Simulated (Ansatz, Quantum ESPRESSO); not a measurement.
## KF (Carobbiite): a worked LO-TO splitting

Aim: work out the LO frequency and the static dielectric constant of KF (Carobbiite) from one linear-response run, then check them.

Method: DFT LDA, scalar-relativistic, plane waves, PseudoDojo norm-conserving pseudopotentials, in Quantum ESPRESSO 8.0 development, patched.

## Step 1: The relaxed structure

It takes space group Fm-3m (No. 225, cubic). The conventional cell has a = 5.158 Å, b = 5.158 Å, c = 5.158 Å, α = 90.00°, β = 90.00°, γ = 90.00°. Nearest to K lie 6 F at 2.58 Å. F has 6 K at 2.58 Å nearest. Farther neighbours and most contacts between anions are not listed.

This is the cell after its relaxation at this level of theory, not the database cell from which that began.

## Step 2: What the response run gave

A linear-response run on the relaxed cell, with the response to an electric field; only its zone-centre results are used. Cutoff 84 Ry, k mesh 8×8×8.

Output:

```text
[banners, grids, parts of the stress and lines that vanish by symmetry left out]
Program PHONON v.8.0dev
     Dynamical matrices for q-points given in input
     (   1q-points):
[...]
Exchange-correlation= PW
                           (   1   4   0   0   0   0   0)
[...]
kinetic-energy cut-off    =      84.0000  Ry
     charge density cut-off    =     336.0000  Ry
     convergence threshold     =      1.0E-18
[...]
Exchange-correlation= PW
                           (   1   4   0   0   0   0   0)
[...]
q = (   0.0000000   0.0000000   0.0000000 )
     49 Sym.Ops. (with q -> -q+G )
     G cutoff =  808.7190  (  24045 G-vectors)     FFT grid: ( 45, 45, 45)
     number of k points=    29
[...]
Mode symmetry, O_h (m-3m)  point group:
[...]
Dielectric constant
[...]
End of electric fields calculation
          Dielectric constant in cartesian axis
          (       2.095489567      -0.000000000      -0.000000000 )
          (       0.000000000       2.095489567       0.000000000 )
          (       0.000000000      -0.000000000       2.095489567 )
          Effective charges (d Force / dE) in cartesian axis without acoustic sum rule applied (asr)
           atom    1  K     Mean Z*:        1.15098
      Ex  (        1.15098        0.00000        0.00000 )
      Ey  (       -0.00000        1.15098       -0.00000 )
      Ez  (        0.00000       -0.00000        1.15098 )
           atom    2  F     Mean Z*:       -1.15092
      Ex  (       -1.15092        0.00000        0.00000 )
      Ey  (       -0.00000       -1.15092       -0.00000 )
      Ez  (        0.00000       -0.00000       -1.15092 )
          Effective charges Sum: Mean:        0.00005
[...]
Effective charges (d Force / dE) in cartesian axis with asr applied:
           atom    1  K     Mean Z*:        1.15095
[...]
atom    2  F     Mean Z*:       -1.15095
[...]
Dielectric constant from finite-differences
          (       2.095517914       0.000000000       0.000000000 )
          (       0.000000000       2.095517914       0.000000000 )
          (       0.000000000       0.000000000       2.095517914 )
[...]
(      -0.000000000      -0.000000000       0.000000000 )
          (      -0.000000000       0.000000000      -0.000000000 )
          (       0.000000000      -0.000000000       0.000000000 )
          (      -0.000000000      -0.000000000      -0.000000000 )
          (      -0.000000000       0.000000000      -0.000000000 )
          (      -0.000000000      -0.000000000      -0.000000000 )
          (       0.000000000      -0.000000000       0.000000000 )
          (      -0.000000000       0.000000000       0.000000000 )
[...]
(      -0.000000000      -0.000000000      -0.000000000 )
          (      -0.000000000      -0.000000000       0.000000000 )
          (      -0.000000000       0.000000000      -0.000000000 )
          (      -0.000000000       0.000000000      -0.000000000 )
          (      -0.000000000       0.000000000      -0.000000000 )
[...]
Representation #   1 modes #   1   2   3
[...]
End of self-consistent calculation
     Convergence has been achieved
     Representation #   2 modes #   4   5   6
[...]
End of self-consistent calculation
     Convergence has been achieved
[...]
Dielectric constant in cartesian axis
          (       2.095489567      -0.000000000      -0.000000000 )
          (       0.000000000       2.095489567       0.000000000 )
          (       0.000000000      -0.000000000       2.095489567 )
          Effective charges (d Force / dE) in cartesian axis without acoustic sum rule applied (asr)
           atom    1  K     Mean Z*:        1.15098
      Ex  (        1.15098        0.00000        0.00000 )
      Ey  (       -0.00000        1.15098       -0.00000 )
      Ez  (        0.00000       -0.00000        1.15098 )
           atom    2  F     Mean Z*:       -1.15092
      Ex  (       -1.15092        0.00000        0.00000 )
      Ey  (       -0.00000       -1.15092       -0.00000 )
      Ez  (        0.00000       -0.00000       -1.15092 )
          Effective charges Sum: Mean:        0.00005
[...]
Effective charges (d Force / dE) in cartesian axis with asr applied:
           atom    1  K     Mean Z*:        1.15095
[...]
atom    2  F     Mean Z*:       -1.15095
[...]
q = (    0.000000000   0.000000000   0.000000000 )
[...]
freq (    1) =       0.010924 [THz] =       0.364392 [cm-1]
     freq (    2) =       0.010924 [THz] =       0.364392 [cm-1]
     freq (    3) =       0.010924 [THz] =       0.364392 [cm-1]
     freq (    4) =       6.324152 [THz] =     210.950991 [cm-1]
     freq (    5) =       6.324152 [THz] =     210.950991 [cm-1]
     freq (    6) =       6.324152 [THz] =     210.950991 [cm-1]
[...]
Mode symmetry, O_h (m-3m)  point group:
     freq (   1-   3) =          0.4  [cm-1]   --> T_1u G_15  G_4- I
     freq (   4-   6) =        211.0  [cm-1]   --> T_1u G_15  G_4- I

   JOB DONE.
```

| quantity | value |
| --- | --- |
| cell volume Ω (Å³) | 34.314 |
| mass of K (u) | 39.098 |
| mass of F (u) | 18.998 |
| Born charge of K, raw (e) | 1.151 |
| Born charge of F, raw (e) | -1.151 |
| ε∞ | 2.095 |
| ω(TO) after the sum rule (cm⁻¹) | 210.9 |

## Step 3: The calculation

The charges must sum to zero over the cell; taking off their mean, 0.000 e, leaves Z* = 1.151 e on K. In the polar mode K moves against F, so the reduced mass is μ = 39.10 × 19.00 / 58.10 = 12.786 u.

A longitudinal wave builds up a field that adds to the restoring force: ω(LO)² = ω(TO)² + 4π Z*² / (μ Ω ε∞), in Hartree atomic units. With μ = 23307 electron masses and Ω = 231.56 bohr³ the second term is 1.4719e-06 Ha², or 70901 cm⁻² (1 Ha = 219474.6 cm⁻¹).

So ω(LO) = √(44500 + 70901) = 339.7 cm⁻¹, and by the Lyddane-Sachs-Teller relation ε₀ = ε∞ (ω(LO)/ω(TO))² = 5.43.

## Step 4: Check against the program

The analysis program adds the same non-analytic term to the full matrix, here for q along (1 0 0).

Output:

```text
[banner, memory and clock lines left out]
Program DYNMAT v.8.0dev

     Reading Dynamical Matrix from file g.dyn
     ...Force constants read
     ...epsilon and Z* read
     ...Raman cross sections read

     Polarizability (A^3 units)
     multiply by 0.732513 for Clausius-Mossotti correction (not under assume_isolated = 'mt')
         2.991362    0.000000    0.000000
        -0.000000    2.991362   -0.000000
        -0.000000    0.000000    2.991362

     IR activities are in (D/A)^2/amu units

# mode   [cm-1]    [THz]      IR
    1     -0.00   -0.0000    0.0000
    2      0.00    0.0000    0.0000
    3      0.00    0.0000    0.0000
    4    210.95    6.3241    2.3903
    5    210.95    6.3241    2.3903
    6    339.71   10.1841    2.3903
```

ε₀ comes from the program's run without a direction of q.

| quantity | by hand | program |
| --- | --- | --- |
| ω(LO) (cm⁻¹) | 339.7 | 339.7 |
| ε₀ | 5.43 | 5.43 |

## Step 5: Results

```yaml
to_mode: 210.9 cm⁻¹
lo_mode: 339.7 cm⁻¹
static_dielectric_constant: 5.434
```

What this shows: The LO mode of KF (Carobbiite) lies at 340 cm⁻¹, 129 cm⁻¹ above the TO mode; the formula meets the program within 0.1 cm⁻¹, as it must for a cubic crystal with one polar mode. ω(LO)² − ω(TO)² goes with Z*²/ε∞: an error of 5 % in ε∞ would move the LO mode by 5.0 cm⁻¹, and semilocal functionals tend to overestimate ε∞. These are harmonic values at zero temperature, at the volume of this functional, for the structure held cubic; stability elsewhere in the zone is no part of this calculation.

[Host names and launcher messages were left out of these logs when they were recorded.]

[Logs are printed without paths, hosts, clocks, repeated set-up lines and the standing remarks that a program may print on its own settings, such as how far it seeks lower states.]

[Hosts, paths, dates, database ids (printed as entryN), source tags and the programs' standing remarks are cut or masked in the printed files.]
